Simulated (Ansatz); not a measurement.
In doubt: one-shot GW on d or f shells is unsure (in some of the runs), so the values of those runs are not to be relied on.

The crystal is CsAuBr3 (I4/mmm).

It takes space group I4/mmm (No. 139, tetragonal). The conventional cell has a = 7.759 Å, b = 7.759 Å, c = 11.308 Å, α = 90.00°, β = 90.00°, γ = 90.00°. Nearest to Cs lie 12 Br at 3.90 to 3.95 Å. Nearest to Au lie 4 Br at 2.44 Å. Nearest to Au lie 6 Br at 2.40 to 3.05 Å. Br has 2 Au at 2.44 to 3.05 Å and 4 Cs at 3.95 Å nearest. Nearest to Br lie 2 Au at 2.40 to 3.25 Å and 4 Cs at 3.90 Å. Farther neighbours and most contacts between anions are not listed.

```xyz
10
Lattice="-3.8796 3.8796 5.6540 3.8796 -3.8796 5.6540 3.8796 3.8796 -5.6540" Properties=species:S:1:pos:R:3 pbc="T T T"
Cs    0.0000    3.8796    2.8270
Cs    3.8796    0.0000    2.8270
Au    0.0000    0.0000    0.0000
Au    0.0000    0.0000    5.6540
Br    1.7225    1.7225    0.0000
Br    2.1571   -2.1571    5.6540
Br    2.1571    2.1571    5.6540
Br   -2.1571    2.1571    5.6540
Br    0.0000    0.0000    8.0535
Br    0.0000    0.0000    3.2544
```

The cell and positions come from the Crystallography Open Database and are kept as given unless a step says otherwise. Spin-orbit coupling is left out unless a run names it.

Gaps computed with Ansatz 0.2.0 without a self-energy: LDA 0.86 eV, LDA+SOC 0.82 eV and HSE06 1.37 eV.

**Question.** Estimate the G0W0@LDA gap with 4×4×4 mesh, 2873 empty bands, screening to 240 eV, hard PAW files.

About 1.57 eV: on its mesh the run moves the gap from 0.90 eV by +0.71 eV, and the mesh misses the edges by 0.04 eV. Among the scalar-relativistic levels given, HSE06 is nearest (−0.20 eV). Spin-orbit coupling is not in that value; its −0.04 eV at the LDA level would bring it to about 1.53 eV. Bands and cutoff are finite, so the gap is not at the basis limit. The miss can reach some tenths of an eV and take either sign; the mesh is an error of its own. A d shell, filled or nearly so, lies near the gap. One-shot GW converges very slowly in bands there, not always from below, and on a semilocal start the gap tends to come out low; starts rich in exact exchange can overshoot instead. The many-body steps are scalar-relativistic: spin-orbit coupling is not in them.

[Paths, hosts, dates, memory and timing lines, banners, echoed tables and standing remarks are left out of the program output.]

[Logs are printed without paths, hosts, clocks, repeated set-up lines and the standing remarks that a program may print on its own settings, such as how far it seeks lower states.]

[Runs of the session that timed out or met a known fault of the program may be left out.]

[Cells called generated may have been cut or substituted from an entry of the Crystallography Open Database or the Materials Project.]

[Hosts, paths, dates, database ids (printed as entryN), source tags and the programs' standing remarks are cut or masked in the printed files.]
